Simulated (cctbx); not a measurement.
**A crystallographic session in cctbx: SmMgCrGeS6**

Library: cctbx 2025.11. The data are simulated by the first script.

## 1. Simulate the data

run.py:

```python
from cctbx import adptbx, crystal, miller, sgtbx, xray
from cctbx.array_family import flex
from iotbx.shelx import hklf
from scitbx import matrix
import scitbx.random

cs = crystal.symmetry(unit_cell=(9.168, 9.168, 9.168, 90, 90, 90), space_group_symbol='Hall: F -4 2 3')  # F-43m
atoms = [  # label, site, U (iso, or U11 U22 U33 U12 U13 U23 in A^2), occupancy
    ("Sm1", (0.25, 0.25, 0.25), (0.0058, 0.0058, 0.0058, 0.0000, -0.0000, 0.0000), 1),
    ("Ge1", (0.5, 0, 0), (0.0121, 0.0121, 0.0121, 0.0000, 0.0000, 0.0000), 1),
    ("Cr1", (0, 0, 0), (0.0190, 0.0190, 0.0190, 0.0000, 0.0000, 0.0000), 1),
    ("S1", (0.5, 0, 0.7527), (0.0111, 0.0111, 0.0212, -0.0035, 0.0000, 0.0000), 1),
    ("Mg1", (0.25, 0.25, 0.75), (0.0102, 0.0102, 0.0102, 0.0000, -0.0000, -0.0000), 1),
]
xs = xray.structure(crystal_symmetry=cs)
for label, site, u, occ in atoms:
    u = adptbx.u_cif_as_u_star(cs.unit_cell(), u) if isinstance(u, tuple) else u
    xs.add_scatterer(xray.scatterer(label, site=site, u=u, occupancy=occ))
xs.set_inelastic_form_factors(0.71073, "sasaki")
xs.show_summary()
p1 = xs.expand_to_p1()
ms = miller.build_set(p1, anomalous_flag=True, d_min=0.77)
flex.set_random_seed(206558)
scitbx.random.set_random_seed(206558)
ms = ms.select(flex.random_double(ms.size()) < 0.9)
i = ms.structure_factors_from_scatterers(p1, algorithm="direct").f_calc().as_intensity_array().data()
i = i * 70000 / flex.max(i)
sig = flex.sqrt(i + flex.pow2(0.06 * i) + 8 ** 2)
noise = scitbx.random.variate(scitbx.random.normal_distribution())(i.size())
data = ms.array(data=i + sig * noise, sigmas=sig).set_observation_type_xray_intensity()
with open("data.hkl", "w") as f:
    data.export_as_shelx_hklf(f)
print("reflections written:", data.size(), " <I/sigma> = %.1f" % flex.mean(data.data() / data.sigmas()))
for h, a, b in list(data.sort("data"))[:12]:
    print("%4d%4d%4d %9.1f %7.1f" % (h + (a, b)))
```

```console
$ python run.py
```

```text
Number of scatterers: 5
At special positions: 5
Unit cell: (9.168, 9.168, 9.168, 90, 90, 90)
Space group: F -4 3 m (No. 216)
reflections written: 6340  <I/sigma> = 3.5
   0   0  -4   74314.1  4208.3
   0   0   4   71799.8  4208.3
   4   0   0   71199.6  4208.3
  -4   0   0   68423.0  4208.3
   0  -4   0   66461.7  4208.3
   0   4   0   63547.3  4208.3
   4  -4   0   49366.3  2844.7
   4   4   0   49098.4  2844.7
   4   0  -4   48795.5  2844.7
  -4   0   4   48360.6  2844.7
   0  -4   4   47278.4  2844.7
   4   0   4   46907.3  2844.7
```

It took 0.46 s on 1 thread of Arm Neoverse N1 (shared host), peak memory 0.07 GiB.

## 2. Refinement (refined in the given hand)

run.py:

```python
import math
from cctbx import adptbx, crystal, maptbx, sgtbx, xray
from cctbx.array_family import flex
from cctbx.xray import observations
from iotbx.shelx import hklf
from scitbx.lstbx import normal_eqns_solving
from smtbx import absolute_structure, utils
from smtbx.refinement import constraints, least_squares

cs = crystal.symmetry(unit_cell=(9.168, 9.168, 9.168, 90, 90, 90), space_group_symbol='Hall: F -4 2 3')  # F-43m
atoms = [  # label, site, U (iso, or U11 U22 U33 U12 U13 U23 in A^2), occupancy
    ("Sm1", (0.25, 0.25, 0.25), 0.0200, 1),
    ("Ge1", (0.5, 0, 0), 0.0200, 1),
    ("Cr1", (0, 0, 0), 0.0200, 1),
    ("S1", (0.5, 0, 0.7529), 0.0200, 1),
    ("Mg1", (0.25, 0.25, 0.75), 0.0200, 1),
]
xs = xray.structure(crystal_symmetry=cs)
for label, site, u, occ in atoms:
    u = adptbx.u_cif_as_u_star(cs.unit_cell(), u) if isinstance(u, tuple) else u
    xs.add_scatterer(xray.scatterer(label, site=site, u=u, occupancy=occ))
xs.set_inelastic_form_factors(0.71073, "sasaki")
xs.convert_to_anisotropic()
raw = hklf.reader(file_name="data.hkl").as_miller_arrays(crystal_symmetry=cs, anomalous=True)[0]
merged = raw.eliminate_sys_absent().merge_equivalents()
fo2 = merged.array().set_observation_type_xray_intensity()
print("Rint %.3f, %d unique reflections to %.2f A" % (merged.r_int(), fo2.size(), fo2.d_min()))
for sc in xs.scatterers():
    sc.flags.set_grad_site(True)
    sc.flags.set_grad_u_aniso(sc.flags.use_u_aniso())
    sc.flags.set_grad_u_iso(sc.flags.use_u_iso())
obs = fo2.as_xray_observations()
extra = {}
rep = constraints.reparametrisation(xs, [], utils.connectivity_table(xs), **extra)
ls = least_squares.crystallographic_ls(obs, rep, weighting_scheme=least_squares.mainstream_shelx_weighting(a=0, b=0))
print("cycle     R1     wR2    GooF  max shift (A)")
for cycle in range(8):
    ls.build_up()
    r1, wr2, goof = ls.r1_factor(cutoff_factor=2)[0], ls.wR2(), ls.goof()
    old = xs.sites_cart()
    normal_eqns_solving.levenberg_marquardt_iterations(ls, n_max_iterations=3, tau=1e-06, step_threshold=1e-7)
    big = flex.max((xs.sites_cart() - old).norms())
    print("%4d %7.4f %7.4f %7.3f %9.5f" % (cycle + 1, r1, wr2, goof, big))
    ls.build_up(objective_only=True)
    if abs(ls.wR2() - wr2) < 5e-5 and big < 5e-4:
        break
ls.build_up()
print("final R1 %.4f wR2 %.4f GooF %.3f  parameters %d  data/parameter %.1f" % (ls.r1_factor(cutoff_factor=2)[0], ls.wR2(), ls.goof(), ls.n_parameters, fo2.size() / ls.n_parameters))
cov = ls.covariance_matrix_and_annotations()
su = dict(zip(cov.annotations, (math.sqrt(max(v, 0)) for v in cov.matrix.matrix_packed_u_diagonal())))
a2 = cs.unit_cell().reciprocal_parameters()[0] ** -2
print("atom        x        y        z      Ueq    occ   su(xyz)  su(Uiso or U11)")
for sc in xs.scatterers():
    s = max(su.get(sc.label + k, 0) for k in (".x", ".y", ".z"))
    npd = "" if sc.is_positive_definite_u(cs.unit_cell()) else "  NPD"
    print("%-5s %8.5f %8.5f %8.5f %8.4f %6.3f %8.5f %7.4f%s" % ((sc.label,) + sc.site + (sc.u_iso_or_equiv(cs.unit_cell()), sc.occupancy, s, su.get(sc.label + ".uiso", su.get(sc.label + ".u11", 0) * a2), npd)))
fc = fo2.structure_factors_from_scatterers(xs, algorithm="direct").f_calc()
absolute_structure.flack_analysis(xs, fo2.as_xray_observations()).show()
h = absolute_structure.hooft_analysis(fo2, fc, scale_factor=ls.scale_factor())
print("Hooft y: %.3f(%.0f)  Bijvoet pairs: %d" % (h.hooft_y, 1000 * h.sigma_y, h.n_bijvoet_pairs))
fo = fo2.f_sq_as_f()
fc = fo.structure_factors_from_scatterers(xs, algorithm="direct").f_calc()
diff = fo.f_obs_minus_f_calc(1 / math.sqrt(ls.scale_factor()), fc).average_bijvoet_mates()
m = diff.fft_map(symmetry_flags=maptbx.use_space_group_symmetry, resolution_factor=0.25).apply_volume_scaling()
print("difference map: max %.2f min %.2f rms %.2f" % (m.statistics().max(), m.statistics().min(), m.statistics().sigma()))
peaks = m.peak_search(parameters=maptbx.peak_search_parameters(min_distance_sym_equiv=0.6, max_clusters=6)).all()
near = xs.closest_distances(peaks.sites(), distance_cutoff=4)
sps = cs.special_position_settings(min_distance_sym_equiv=0.5)
for k, (x, h) in enumerate(zip(peaks.sites(), peaks.heights())):
    ss = sps.site_symmetry(x)
    print("Q%-3d %7.4f %7.4f %7.4f %4d %7.2f  %.2f A from %s" % ((k + 1,) + tuple(t % 1 for t in ss.exact_site()) + (ss.multiplicity(), h, near.smallest_distances[k], xs.scatterers()[near.i_seqs[k]].label)))
```

```console
$ python run.py
```

```text
Rint 0.049, 120 unique reflections to 0.77 A
cycle     R1     wR2    GooF  max shift (A)
   1  0.1272  0.2992  15.226   0.01678
   2  0.0302  0.1425   7.250   0.00000
final R1 0.0302 wR2 0.1425 GooF 7.250  parameters 8  data/parameter 15.0
atom        x        y        z      Ueq    occ   su(xyz)  su(Uiso or U11)
Sm1    0.25000  0.25000  0.25000   0.0070  1.000  0.00000  0.0014
Ge1    0.50000  0.00000  0.00000   0.0024  1.000  0.00000  0.0051
Cr1    0.00000  0.00000  0.00000   0.0182  1.000  0.00000  0.0110
S1     0.50000  0.00000  0.75107   0.0090  1.000  0.00106  0.0013
Mg1    0.25000  0.25000  0.75000   0.0173  1.000  0.00000  0.0075
Flack x: -0.1(11)
Hooft y: -0.047(46)  Bijvoet pairs: 51
difference map: max 2.21 min -3.29 rms 0.33
Q1    0.0652  0.2500  0.2500   24    2.23  1.69 A from Sm1
Q2    0.0669  0.2500  0.7500   24    1.98  1.68 A from Mg1
Q3    0.1833  0.2500  0.2500   24    1.79  0.61 A from Sm1
Q4    0.1809  0.2500  0.7500   24    1.45  0.63 A from Mg1
Q5    0.2500  0.2500  0.2500    4    1.04  0.00 A from Sm1
Q6    0.0002  0.1895  0.3105   48    0.66  1.82 A from S1
```

Time: 0.69 s.

Figures of merit this high mean that the model is still wrong or incomplete.

## 3. Refinement

run.py, as its changes from the last script of this kind:

```diff
@@ -12,5 +12,5 @@
-    ("Sm1", (0.25, 0.25, 0.25), 0.0200, 1),
-    ("Ge1", (0.5, 0, 0), 0.0200, 1),
-    ("Cr1", (0, 0, 0), 0.0200, 1),
-    ("S1", (0.5, 0, 0.7529), 0.0200, 1),
-    ("Mg1", (0.25, 0.25, 0.75), 0.0200, 1),
+    ("Sm1", (0.75, 0.75, 0.75), 0.0070, 1),
+    ("Ge1", (0.5, 0, 0), 0.0030, 1),
+    ("Cr1", (0, 0, 0), 0.0182, 1),
+    ("S1", (0.5, 0, 0.24893), 0.0090, 1),
+    ("Mg1", (0.75, 0.75, 0.25), 0.0173, 1),
```

```console
$ python run.py
```

```text
Rint 0.049, 120 unique reflections to 0.77 A
cycle     R1     wR2    GooF  max shift (A)
   1  0.0392  0.1552   7.898   0.00000
final R1 0.0392 wR2 0.1552 GooF 7.898  parameters 8  data/parameter 15.0
atom        x        y        z      Ueq    occ   su(xyz)  su(Uiso or U11)
Sm1    0.75000  0.75000  0.75000   0.0070  1.000  0.00000  0.0016
Ge1    0.50000  0.00000  0.00000   0.0030  1.000  0.00000  0.0063
Cr1    0.00000  0.00000  0.00000   0.0182  1.000  0.00000  0.0133
S1     0.50000  0.00000  0.24893   0.0090  1.000  0.00123  0.0016
Mg1    0.75000  0.75000  0.25000   0.0173  1.000  0.00000  0.0087
Flack x: 1.1(11)
Hooft y: 1.039(46)  Bijvoet pairs: 51
difference map: max 2.06 min -3.26 rms 0.35
Q1    0.0666  0.2500  0.2500   24    2.10  1.68 A from Mg1
Q2    0.0656  0.2500  0.7500   24    2.06  1.69 A from Sm1
Q3    0.0000  0.0000  0.5000    4    1.90  0.00 A from Ge1
Q4    0.1836  0.2500  0.7500   24    1.70  0.61 A from Sm1
Q5    0.1815  0.2500  0.2500   24    1.51  0.63 A from Mg1
Q6    0.2500  0.2500  0.7500    4    1.05  0.00 A from Sm1
```

Time: 0.64 s.

This run holds a fault made on purpose: the structure inverted.

## 4. Simulate the data

run.py, as its changes from the last script of this kind:

```diff
@@ -19 +19 @@
-xs.set_inelastic_form_factors(0.71073, "sasaki")
+xs.set_inelastic_form_factors(1.54184, "sasaki")
@@ -22,3 +22,3 @@
-ms = miller.build_set(p1, anomalous_flag=True, d_min=0.77)
-flex.set_random_seed(206558)
-scitbx.random.set_random_seed(206558)
+ms = miller.build_set(p1, anomalous_flag=True, d_min=0.83)
+flex.set_random_seed(761881)
+scitbx.random.set_random_seed(761881)
@@ -26,0 +27 @@
+i = i / flex.sqrt(1 + 0.1 * i / flex.max(i))  # extinction
@@ -28 +29 @@
-sig = flex.sqrt(i + flex.pow2(0.06 * i) + 8 ** 2)
+sig = flex.sqrt(i + flex.pow2(0.04 * i) + 15 ** 2)
```

```console
$ python run.py
```

```text
Number of scatterers: 5
At special positions: 5
Unit cell: (9.168, 9.168, 9.168, 90, 90, 90)
Space group: F -4 3 m (No. 216)
reflections written: 5135  <I/sigma> = 4.9
   4   0   0   76556.2  2812.5
   0   0   4   72542.0  2812.5
   0   4   0   72429.5  2812.5
   0   0  -4   70553.7  2812.5
  -4   0   0   68094.2  2812.5
   4   0  -4   49399.6  1916.7
   0   4   4   48615.7  1916.7
   4  -4   0   48324.2  1916.7
  -4   0   4   48296.1  1916.7
  -4   0  -4   48018.7  1916.7
   4   4   0   48009.9  1916.7
  -4  -4   0   47853.9  1916.7
```

Time: 0.45 s.

## 5. Refinement (refined in the given hand)

run.py, as its changes from the last script of this kind:

```diff
@@ -12,5 +12,5 @@
-    ("Sm1", (0.75, 0.75, 0.75), 0.0070, 1),
-    ("Ge1", (0.5, 0, 0), 0.0030, 1),
-    ("Cr1", (0, 0, 0), 0.0182, 1),
-    ("S1", (0.5, 0, 0.24893), 0.0090, 1),
-    ("Mg1", (0.75, 0.75, 0.25), 0.0173, 1),
+    ("Sm1", (0.25, 0.25, 0.25), 0.0200, 1),
+    ("Ge1", (0.5, 0, 0), 0.0200, 1),
+    ("Cr1", (0, 0, 0), 0.0200, 1),
+    ("S1", (0.5, 0, 0.7516), 0.0200, 1),
+    ("Mg1", (0.25, 0.25, 0.75), 0.0200, 1),
@@ -22 +22 @@
-xs.set_inelastic_form_factors(0.71073, "sasaki")
+xs.set_inelastic_form_factors(1.54184, "sasaki")
```

```console
$ python run.py
```

```text
Rint 0.031, 96 unique reflections to 0.84 A
cycle     R1     wR2    GooF  max shift (A)
   1  0.0985  0.2250  16.727   0.01017
   2  0.0064  0.0135   1.004   0.00003
   3  0.0065  0.0134   0.998   0.00000
final R1 0.0065 wR2 0.0134 GooF 0.998  parameters 8  data/parameter 12.0
atom        x        y        z      Ueq    occ   su(xyz)  su(Uiso or U11)
Sm1    0.25000  0.25000  0.25000   0.0056  1.000  0.00000  0.0001
Ge1    0.50000  0.00000  0.00000   0.0122  1.000  0.00000  0.0002
Cr1    0.00000  0.00000  0.00000   0.0189  1.000  0.00000  0.0004
S1     0.50000  0.00000  0.75271   0.0146  1.000  0.00011  0.0002
Mg1    0.25000  0.25000  0.75000   0.0101  1.000  0.00000  0.0004
Flack x: 0.006(5)
Hooft y: 0.001(4)  Bijvoet pairs: 40
difference map: max 0.16 min -0.18 rms 0.05
Q1    0.1323  0.1323  0.1323   16    0.16  1.87 A from Sm1
Q2    0.1152  0.1152  0.3848   16    0.16  1.83 A from Ge1
Q3    0.0951  0.2500  0.2500   24    0.15  1.42 A from Sm1
Q4    0.0822  0.0822  0.0822   16    0.15  1.30 A from Cr1
Q5    0.1143  0.1143  0.6143   16    0.11  1.82 A from Ge1
Q6    0.0000  0.0000  0.6127   24    0.11  1.03 A from Ge1
```

Time: 0.79 s.

## 6. Simulate the data

run.py, as its changes from the last script of this kind:

```diff
@@ -19 +19 @@
-xs.set_inelastic_form_factors(1.54184, "sasaki")
+xs.set_inelastic_form_factors(0.71073, "sasaki")
@@ -22,3 +22,3 @@
-ms = miller.build_set(p1, anomalous_flag=True, d_min=0.83)
-flex.set_random_seed(761881)
-scitbx.random.set_random_seed(761881)
+ms = miller.build_set(p1, anomalous_flag=True, d_min=0.77)
+flex.set_random_seed(916081)
+scitbx.random.set_random_seed(916081)
@@ -27,3 +27,6 @@
-i = i / flex.sqrt(1 + 0.1 * i / flex.max(i))  # extinction
-i = i * 70000 / flex.max(i)
-sig = flex.sqrt(i + flex.pow2(0.04 * i) + 15 ** 2)
+law = matrix.sqr((-1, 0, 0, 0, -1, 0, 0, 0, -1))
+mate = flex.miller_index([tuple(matrix.row(h) * law) for h in ms.indices()])
+i2 = ms.customized_copy(indices=mate).structure_factors_from_scatterers(p1, algorithm="direct").f_calc().as_intensity_array().data()
+i = (1 - 0.8) * i + 0.8 * i2
+i = i * 40000 / flex.max(i)
+sig = flex.sqrt(i + flex.pow2(0.06 * i) + 8 ** 2)
```

```console
$ python run.py
```

```text
Number of scatterers: 5
At special positions: 5
Unit cell: (9.168, 9.168, 9.168, 90, 90, 90)
Space group: F -4 3 m (No. 216)
reflections written: 6353  <I/sigma> = 3.3
   0   0  -4   46329.6  2408.3
   0   4   0   43083.8  2408.3
  -4   0   0   39692.7  2408.3
   0  -4   0   38918.1  2408.3
   0   0   4   37164.5  2408.3
   4   4   0   29605.6  1629.1
   0  -4  -4   28972.9  1629.1
  -4   4   0   27937.6  1629.1
  -4   0  -4   27254.0  1629.1
   4   0   4   27240.5  1629.1
   0  -4   4   27104.0  1629.1
   4  -4   0   27032.2  1629.1
```

It took 0.54 s on 1 thread of Arm Neoverse N1, with other jobs on the host, peak memory 0.07 GiB.

[Logs are printed without paths, hosts, clocks, repeated set-up lines and the standing remarks that a program may print on its own settings, such as how far it seeks lower states.]
